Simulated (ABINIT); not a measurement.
## BN (Qingsongite): G0W0 in ABINIT against the exchange cutoff

How does the gap of BN (Qingsongite) converge in the exchange cutoff?

Main program and level: ABINIT 10.8.3; LDA and many-body steps on it, plane waves.

## 1. Set-up

It takes space group F-43m (No. 216, cubic). Conventional cell: a = 3.615 Å, b = 3.615 Å, c = 3.615 Å, α = 90.00°, β = 90.00°, γ = 90.00°. B has 4 N at 1.57 Å nearest. N has 4 B at 1.57 Å nearest. Farther neighbours and most contacts between anions are not listed.

Coordinates:

```cif
data_structure
_symmetry_space_group_name_H-M 'P 1'
_symmetry_Int_Tables_number 1
_cell_length_a 2.5562
_cell_length_b 2.5562
_cell_length_c 2.5562
_cell_angle_alpha 60.000
_cell_angle_beta 60.000
_cell_angle_gamma 60.000
_cell_volume 11.81
loop_
_atom_site_label
_atom_site_type_symbol
_atom_site_fract_x
_atom_site_fract_y
_atom_site_fract_z
_atom_site_occupancy
B1 B 0.00000 0.00000 0.00000 1
N2 N 0.25000 0.25000 0.25000 1
```

The cell and positions come from the Crystallography Open Database and are kept as given unless a step says otherwise.

## 2. Screening, 6×6×6 mesh, 23 bands, screening to 130.6 eV

This step: ABINIT 10.8.3; RPA screening on LDA, plane waves, norm-conserving pseudopotentials.

The RPA dielectric matrix is built and inverted for each q.

Input file run.abi:

```
acell 3*1.0 Angstrom
rprim 
  -0.000000000000 1.807500000000 1.807500000000
  1.807500000000 0.000000000000 1.807500000000
  1.807500000000 1.807500000000 -0.000000000000
ntypat 2
znucl 5 7
natom 2
typat 1 2
xred 
  0.000000000000 0.000000000000 0.000000000000
  0.250000000000 0.250000000000 0.250000000000
pp_dirpath "pseudos"
pseudos "B.upf, N.upf"
ecut 36
ngkpt 6 6 6
nshiftk 1
shiftk 0 0 0
kptopt 1
chksymbreak 0
istwfk *1
occopt 1
irdwfk 1
optdriver 3
nband 23
ecuteps 4.8
inclvkb 2
awtr 1
symchi 1
indata_prefix "in"
outdata_prefix "out"
tmpdata_prefix "tmp"
```

On the command line:

```console
> OMP_NUM_THREADS=1 mpirun -n 4 abinit run.abi > log
```

Log:

```text
.Version 10.8.3 of ABINIT. v10.8.2 released Aug 2026.

 Symmetries : space group F-4 3 m (#216); Bravais cF (face-center cubic)
[... echo of the input left out ...]
== DATASET  1 ==================================================================
-   mpi_nproc: 4, omp_nthreads: 1 (-1 if OMP is not activated)

--- !DatasetInfo
iteration_state: {dtset: 1, }
dimensions: {natom: 2, nkpt: 16, mband: 23, nsppol: 1, nspinor: 1, nspden: 1, mpw: 869, }
cutoff_energies: {ecut:  36.0, pawecutdg:  -1.0, }
electrons: {nelect:   8.00000000E+00, charge:   0.00000000E+00, occopt:   1.00000000E+00, tsmear:   1.00000000E-02, }

 SCREENING: Calculation of the susceptibility and dielectric matrices

 Based on a program developped by R.W. Godby, V. Olevano, G. Onida, and L. Reining.
 Incorporated in ABINIT by V. Olevano, G.-M. Rignanese, and M. Torrent.
.Using double precision arithmetic ; gwpc =  8

[... cell and pseudopotentials left out ...]
--------------------------------------------------------------------------------

 ==== K-mesh for the wavefunctions ====
 Number of points in the irreducible wedge :    16
[... list of points left out ...]
 Together with 24 symmetry operations and time-reversal symmetry
 yields   216 points in the full Brillouin Zone.

 ==== Q-mesh for the screening function ====
 Number of points in the irreducible wedge :    16
[... list of points left out ...]
 Together with 24 symmetry operations and time-reversal symmetry
 yields   216 points in the full Brillouin Zone.

 setmesh: FFT mesh size selected  =    18x   18x   18
          total number of points  =         5832

 vcoul_init : cutoff-mode = AUXILIARY_FUNCTION
 q-points for optical limit:   1
     1)      0.000010    0.000020    0.000030

- screening: taking advantage of time-reversal symmetry
- Maximum band index for partially occupied states nbvw = 4
- Remaining bands to be divided among processors   nbcw = 19
- Number of bands treated by each node ~4

 Number of electrons calculated from density =    8.0000; Expected =    8.0000
 average of density, n =  0.100376
 r_s =    1.3348
 omega_plasma =   30.5612 [eV]

 calculating chi0 at frequencies [eV] :
  1    0.000000E+00    0.000000E+00
  2    0.000000E+00    3.056116E+01

--------------------------------------------------------------------------------
  q-point number  1        q = ( 0.000000, 0.000000, 0.000000) [r.l.u.]
--------------------------------------------------------------------------------
[... chi0 elements left out ...]
 For q-point:  0.000010 0.000020 0.000030
  dielectric constant =   4.4652
  dielectric constant without local fields =   4.7826

  Average fulfillment of the sum rule on Im[epsilon] for q-point    1 :     50.75  [%]
[... wings left out ...]
  q-point number  2        q = ( 0.166667, 0.000000, 0.000000) [r.l.u.]
--------------------------------------------------------------------------------
[... chi0 elements left out ...]
  Average fulfillment of the sum rule on Im[epsilon] for q-point    2 :     85.20  [%]

 [... 14 further q-points ...]
```

The job ended after 4 s (4 MPI ranks of Arm Neoverse V2, shared host; peak memory 0.31 GiB).

This step gave:

```yaml
eps_infinity_with_local_fields_on_this_mesh_along_the_program_s_q_direction: 4.465
the_same_without_local_fields: 4.783
plasma_frequency: 30.56 eV
plane_waves_in_the_screening_matrix: 51
```

Local fields lower ε∞ by 7 %. On a Γ-centred mesh this coarse the value itself is usually too large, while a short band sum pulls it down.

## 3. 3.6 Ha

This step: G0W0 on LDA, plane waves, norm-conserving pseudopotentials.

run.abi: that of step 2 with these lines changed.

```diff
@@ -23,8 +23,17 @@
 irdwfk 1
-optdriver 3
+optdriver 4
 nband 23
+gwcalctyp 0
+ecutsigx 3.6
+symsigma 1
+nkptgw 2
+kptgw 
+  0.0000000000 0.0000000000 0.0000000000
+  0.5000000000 0.5000000000 0.0000000000
+bdgw 
+  2 7
+  3 6
 ecuteps 4.8
-inclvkb 2
-awtr 1
-symchi 1
+irdscr 1
+ppmodel 1
 indata_prefix "in"
```

Log:

```text
.Version 10.8.3 of ABINIT. v10.8.2 released Aug 2026.

 Symmetries : space group F-4 3 m (#216); Bravais cF (face-center cubic)
[... echo of the input left out ...]
== DATASET  1 ==================================================================
-   mpi_nproc: 4, omp_nthreads: 1 (-1 if OMP is not activated)

--- !DatasetInfo
iteration_state: {dtset: 1, }
dimensions: {natom: 2, nkpt: 16, mband: 23, nsppol: 1, nspinor: 1, nspden: 1, mpw: 869, }
cutoff_energies: {ecut:  36.0, pawecutdg:  -1.0, }
electrons: {nelect:   8.00000000E+00, charge:   0.00000000E+00, occopt:   1.00000000E+00, tsmear:   1.00000000E-02, }

 SIGMA: Calculation of the GW corrections

 Based on a program developped by R.W. Godby, V. Olevano, G. Onida, and L. Reining.
 Incorporated in ABINIT by V. Olevano, G.-M. Rignanese, and M. Torrent.
.Using double precision arithmetic ; gwpc =  8

[... cell and pseudopotentials left out ...]
--------------------------------------------------------------------------------

 ==== K-mesh for the wavefunctions ====
 Number of points in the irreducible wedge :    16
[... list of points left out ...]
 Together with 24 symmetry operations and time-reversal symmetry
 yields   216 points in the full Brillouin Zone.

 ==== Q-mesh for screening function ====
 Number of points in the irreducible wedge :    16
[... list of points left out ...]
 Together with 24 symmetry operations and time-reversal symmetry
 yields   216 points in the full Brillouin Zone.

 vcoul_init : cutoff-mode = AUXILIARY_FUNCTION
 q-points for optical limit:   1
     1)      0.000010    0.000020    0.000030
 setmesh: FFT mesh size selected  =    18x   18x   18
          total number of points  =         5832

 Number of electrons calculated from density =    8.0000; Expected =    8.0000
 average of density, n =  0.100376
 r_s =    1.3348
 omega_plasma =   30.5612 [eV]

 === KS Band Gaps ===
  >>>> For spin  1
   Minimum direct gap =   8.7475 [eV], located at k-point      :   0.0000  0.0000  0.0000
   Fundamental gap    =   4.4200 [eV], Top of valence bands at :   0.0000  0.0000  0.0000
                                       Bottom of conduction at :   0.5000  0.5000  0.0000
 SIGMA fundamental parameters:
 PLASMON POLE MODEL  1
 number of plane-waves for SigmaX                   27
 number of plane-waves for SigmaC and W             27
 number of plane-waves for wavefunctions           869
 number of bands                                    23
 number of independent spin polarizations            1
 number of spinorial components                      1
 number of k-points in IBZ                          16
 number of q-points in IBZ                          16
 number of symmetry operations                      24
 number of k-points in BZ                          216
 number of q-points in BZ                          216
 number of frequencies for dSigma/dE                 9
 frequency step for dSigma/dE [eV]                0.25
 number of omega for Sigma on real axis              0
 max omega for Sigma on real axis  [eV]           0.00
 zcut for avoiding poles [eV]                     0.10

 EPSILON^-1 parameters (SCR file):
 dimension of the eps^-1 matrix on file             51
 dimension of the eps^-1 matrix used                27
 number of plane-waves for wavefunctions           869
 number of bands                                    23
 number of q-points in IBZ                          16
 number of frequencies                               2
 number of real frequencies                          1
 number of imag frequencies                          1

 matrix elements of self-energy operator (all in [eV])

 Perturbative Calculation

--- !SelfEnergy_ee
iteration_state: {dtset: 1, }
kpoint     : [   0.000,    0.000,    0.000, ]
spin       : 1
KS_gap     :    8.748
QP_gap     :    9.905
Delta_QP_KS:    1.158
data: !SigmaeeData |
     Band     E0 <VxcDFT>   SigX SigC(E0)      Z dSigC/dE  Sig(E)    E-E0       E
        2   8.006 -18.334 -20.291   3.274   0.835  -0.197 -17.234   1.099   9.105
        3   8.006 -18.334 -20.291   3.274   0.835  -0.197 -17.234   1.099   9.105
        4   8.006 -18.334 -20.291   3.274   0.835  -0.197 -17.234   1.099   9.105
        5  16.753 -13.840  -6.503  -4.671   0.847  -0.181 -11.583   2.257  19.011
        6  16.753 -13.840  -6.503  -4.671   0.847  -0.181 -11.583   2.257  19.011
        7  16.753 -13.840  -6.503  -4.671   0.847  -0.181 -11.583   2.257  19.011

--- !SelfEnergy_ee
iteration_state: {dtset: 1, }
kpoint     : [   0.500,    0.500,    0.000, ]
spin       : 1
KS_gap     :    9.351
QP_gap     :   11.042
Delta_QP_KS:    1.691
data: !SigmaeeData |
     Band     E0 <VxcDFT>   SigX SigC(E0)      Z dSigC/dE  Sig(E)    E-E0       E
        3   3.075 -16.416 -20.588   4.102   0.822  -0.216 -16.473  -0.057   3.018
        4   3.075 -16.416 -20.588   4.102   0.822  -0.216 -16.473  -0.057   3.018
        5  12.426 -12.866  -6.861  -4.101   0.858  -0.166 -11.232   1.634  14.060
        6  17.261 -12.887  -6.366  -4.578   0.854  -0.171 -11.227   1.660  18.921

== END DATASET(S) ==============================================================
================================================================================

 -outvars: echo values of variables after computation  --------
           etotal      0.0000000000E+00
            nband          23
             nkpt          16
          spgroup         216
 [... the other variables as echoed above ...]

 Calculation completed.
```

Run time: 1.7 s. Hardware: 4 MPI ranks; peak memory 0.08 GiB; 6.5 s of CPU time.

This step gave:

```yaml
g0w0_gap_on_the_points_computed: 4.955 eV
starting_gap_on_the_mesh: 4.420 eV
k_of_the_valence_top: 0, 0, 0
k_of_the_conduction_bottom: 0.5, 0.5, 0
z_at_the_valence_top: 0.835
z_at_the_conduction_bottom: 0.858
least_direct_g0w0_gap_on_the_computed_points: 9.906 eV
```

## 4. 7.2 Ha

run.abi: that of step 3 with these lines changed.

```diff
@@ -26,3 +26,3 @@
 gwcalctyp 0
-ecutsigx 3.6
+ecutsigx 7.2
 symsigma 1
```

Log:

```text
.Version 10.8.3 of ABINIT. v10.8.2 released Aug 2026.

 Symmetries : space group F-4 3 m (#216); Bravais cF (face-center cubic)
[... echo of the input left out ...]
== DATASET  1 ==================================================================
-   mpi_nproc: 4, omp_nthreads: 1 (-1 if OMP is not activated)

--- !DatasetInfo
iteration_state: {dtset: 1, }
dimensions: {natom: 2, nkpt: 16, mband: 23, nsppol: 1, nspinor: 1, nspden: 1, mpw: 869, }
cutoff_energies: {ecut:  36.0, pawecutdg:  -1.0, }
electrons: {nelect:   8.00000000E+00, charge:   0.00000000E+00, occopt:   1.00000000E+00, tsmear:   1.00000000E-02, }

 SIGMA: Calculation of the GW corrections

 Based on a program developped by R.W. Godby, V. Olevano, G. Onida, and L. Reining.
 Incorporated in ABINIT by V. Olevano, G.-M. Rignanese, and M. Torrent.
.Using double precision arithmetic ; gwpc =  8

[... cell and pseudopotentials left out ...]
--------------------------------------------------------------------------------

 ==== K-mesh for the wavefunctions ====
 Number of points in the irreducible wedge :    16
[... list of points left out ...]
 Together with 24 symmetry operations and time-reversal symmetry
 yields   216 points in the full Brillouin Zone.

 ==== Q-mesh for screening function ====
 Number of points in the irreducible wedge :    16
[... list of points left out ...]
 Together with 24 symmetry operations and time-reversal symmetry
 yields   216 points in the full Brillouin Zone.

 vcoul_init : cutoff-mode = AUXILIARY_FUNCTION
 q-points for optical limit:   1
     1)      0.000010    0.000020    0.000030
 setmesh: FFT mesh size selected  =    20x   20x   20
          total number of points  =         8000

 Number of electrons calculated from density =    8.0000; Expected =    8.0000
[...]
number of omega for Sigma on real axis              0
 max omega for Sigma on real axis  [eV]           0.00
 zcut for avoiding poles [eV]                     0.10

 EPSILON^-1 parameters (SCR file):
 dimension of the eps^-1 matrix on file             51
 dimension of the eps^-1 matrix used                51
 number of plane-waves for wavefunctions           869
 number of bands                                    23
 number of q-points in IBZ                          16
 number of frequencies                               2
 number of real frequencies                          1
 number of imag frequencies                          1

 matrix elements of self-energy operator (all in [eV])

 Perturbative Calculation

--- !SelfEnergy_ee
iteration_state: {dtset: 1, }
kpoint     : [   0.000,    0.000,    0.000, ]
spin       : 1
KS_gap     :    8.748
QP_gap     :   10.545
Delta_QP_KS:    1.798
data: !SigmaeeData |
     Band     E0 <VxcDFT>   SigX SigC(E0)      Z dSigC/dE  Sig(E)    E-E0       E
        2   8.006 -18.334 -21.527   3.185   0.831  -0.204 -18.341  -0.007   7.999
        3   8.006 -18.334 -21.527   3.185   0.831  -0.204 -18.341  -0.007   7.999
        4   8.006 -18.334 -21.527   3.185   0.831  -0.204 -18.341  -0.007   7.999
[...]
--- !SelfEnergy_ee
iteration_state: {dtset: 1, }
kpoint     : [   0.500,    0.500,    0.000, ]
spin       : 1
KS_gap     :    9.351
QP_gap     :   11.270
Delta_QP_KS:    1.919
data: !SigmaeeData |
     Band     E0 <VxcDFT>   SigX SigC(E0)      Z dSigC/dE  Sig(E)    E-E0       E
[...]
5  12.426 -12.866  -7.338  -4.081   0.856  -0.169 -11.628   1.238  13.664
        6  17.261 -12.887  -6.674  -4.596   0.853  -0.173 -11.508   1.379  18.640

== END DATASET(S) ==============================================================
================================================================================

 -outvars: echo values of variables after computation  --------
           etotal      0.0000000000E+00
            nband          23
             nkpt          16
          spgroup         216
 [... the other variables as echoed above ...]

 Calculation completed.
```

Elapsed: 1.8 s, on 4 MPI ranks; peak memory 0.08 GiB.

Numbers from this step:

```
G0W0 gap on the points computed              : 5.665 eV
starting gap on the mesh                     : 4.420 eV
k of the valence top                         : 0, 0, 0
k of the conduction bottom                   : 0.5, 0.5, 0
Z at the valence top                         : 0.831
Z at the conduction bottom                   : 0.856
least direct G0W0 gap on the computed points : 10.55 eV
```

(Continued in part 2 of 2.)

[Paths, hosts, dates, memory and timing lines, banners, echoed tables and standing remarks are left out of the program output.]

[Logs are printed without paths, hosts, clocks, repeated set-up lines and the standing remarks that a program may print on its own settings, such as how far it seeks lower states.]

[Runs of the session that timed out or met a known fault of the program may be left out.]

[No measured gap is set beside runs whose start may be inverted or whose files or cutoffs have a known fault.]

[Hosts, paths, dates, database ids (printed as entryN), source tags and the programs' standing remarks are cut or masked in the printed files.]

[G0W0 gaps are taken among the corrected bands and points alone; a level outside them can change the order at an edge.]

[Where Ansatz stands beside ABINIT at settings called matched, ABINIT's density can come from a denser mesh and the files from another edition; pairs whose starting gaps differed by over 0.03 eV were left out, so agreement reads better than it is.]
